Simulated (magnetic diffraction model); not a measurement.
# YbZnAs2: what an assumed order does to the neutron pattern

Space group P4/nmm (no. 129, origin choice 1), a = 3.9410 Å, c = 9.7600 Å.

| site | atom | x | y | z |
| --- | --- | --- | --- | --- |
| 2c | Yb | 0 | 1/2 | 0.7670 |
| 2c | As | 1/2 | 0 | 0.6591 |
| 2a | As | 1/2 | 1/2 | 0 |
| 2b | Zn | 1/2 | 1/2 | 1/2 |

The compound is invented for this exercise: a known structure type with other elements, its cell scaled to their sizes and not relaxed.

Only Yb is taken to order (form factors of Yb3+); orders and moment sizes are assumed, and not adapted to the symmetry. Radiation: neutrons of λ = 1.8 Å, 8° to 70°; isotropic B of 0.47 Å² (Yb), 0.68 Å² (As) and 0.72 Å² (Zn). Simulated constant-wavelength pattern: nuclear and magnetic terms add, the magnetic one as |2.695 fm × Σ f S⊥ exp(2πi Q·r) exp(−B s²)|², summed over all Q at one angle with the factor 1/(sin²θ cos θ). For collinear order S is the moment m, which repeats by lattice and centring translations R with the sign exp(−2πi k·R). Free-ion form factors, Sears's scattering lengths of 1992, no absorption; a label names one of the reflections at its angle. The strongest nuclear line in the range is 100, and lines under 0.2 are left out.

Assume the order k = (0 1/2 0), collinear moments along [010], 2.3 μB on Yb; signs + at (0, 1/2, 0.7670), + at (1/2, 0, 0.2330).

Predict the pattern, nuclear and magnetic parts apart.

| 2θ (°) | index | nuclear | magnetic |
| --- | --- | --- | --- |
| 10.58 | (0 0 1) | 1.0 | 0.0 |
| 16.88 | (0 1/2 1) | 0.0 | 3.1 |
| 21.25 | (0 0 2) | 0.9 | 0.0 |
| 25.06 | (0 1/2 2) | 0.0 | 2.5 |
| 28.52 | (1 0 1) | 14.4 | 0.0 |
| 29.59 | (1 1/2 0) | 0.0 | 1.9 |
| 31.50 | (1 1/2 1) | 0.0 | 3.5 |
| 32.12 | (0 0 3) | 0.7 | 0.0 |
| 34.14 | (1 0 2) | 16.0 | 0.0 |
| 34.83 | (0 1/2 3) | 0.0 | 1.4 |
| 36.72 | (1 1/2 2) | 0.0 | 2.6 |
| 37.68 | (1 1 0) | 4.2 | 0.0 |
| 39.25 | (1 1 1) | 1.6 | 0.0 |
| 42.04 | (1 0 3) | 23.8 | 0.0 |
| 43.29 | (0 0 4) | 12.8 | 0.0 |
| 43.67 | (1 1 2) | 100.0 | 0.0 |
| 44.23 | (1 1/2 3) | 0.0 | 1.8 |
| 45.43 | (0 1/2 4) | 0.0 | 0.8 |
| 45.79 | (0 3/2 2) | 0.0 | 0.2 |
| 48.62 | (1 3/2 0) | 0.0 | 0.2 |
| 49.91 | (1 3/2 1) | 0.0 | 0.5 |
| 50.33 | (1 1 3) | 0.3 | 0.0 |
| 51.42 | (1 0 4) | 10.4 | 0.0 |
| 52.25 | (0 3/2 3) | 0.0 | 0.3 |
| 53.31 | (1 1/2 4) | 0.0 | 1.2 |
| 53.63 | (1 3/2 2) | 0.0 | 0.5 |
| 54.35 | (2 0 0) | 44.7 | 0.0 |
| 54.91 | (0 0 5) | 0.7 | 0.0 |
| 56.17 | (2 1/2 0) | 0.0 | 0.5 |
| 56.72 | (0 1/2 5) | 0.0 | 0.5 |
| 57.34 | (2 1/2 1) | 0.0 | 1.0 |
| 58.72 | (1 1 4) | 2.0 | 0.0 |
| 59.02 | (2 0 2) | 0.6 | 0.0 |
| 59.47 | (1 3/2 3) | 0.0 | 0.5 |
| 60.45 | (0 3/2 4) | 0.0 | 0.2 |
| 60.75 | (2 1/2 2) | 0.0 | 0.9 |
| 61.93 | (1 0 5) | 21.4 | 0.0 |
| 62.52 | (2 1 1) | 7.0 | 0.0 |
| 63.61 | (1 1/2 5) | 0.0 | 0.8 |
| 64.55 | (2 0 3) | 0.8 | 0.0 |
| 65.77 | (2 1 2) | 9.8 | 0.0 |
| 66.19 | (2 1/2 3) | 0.0 | 0.7 |
| 67.11 | (1 3/2 4) | 0.0 | 0.4 |
| 67.18 | (0 0 6) | 1.1 | 0.0 |
| 68.52 | (1 1 5) | 0.8 | 0.0 |
| 68.80 | (0 1/2 6) | 0.0 | 0.3 |
| 69.63 | (2 3/2 0) | 0.0 | 0.2 |

The strongest magnetic line in the range is (1 1/2 1) at 31.50° (3.5). On top of the Lorentz factor, which all lines share, magnetic lines fade with angle because f falls: for Yb3+ it is 0.97, 0.88, 0.76 and 0.51 at sin θ/λ = 0.1, 0.2, 0.3 and 0.5 Å⁻¹, while nuclear lengths stay constant. The order has no net moment.
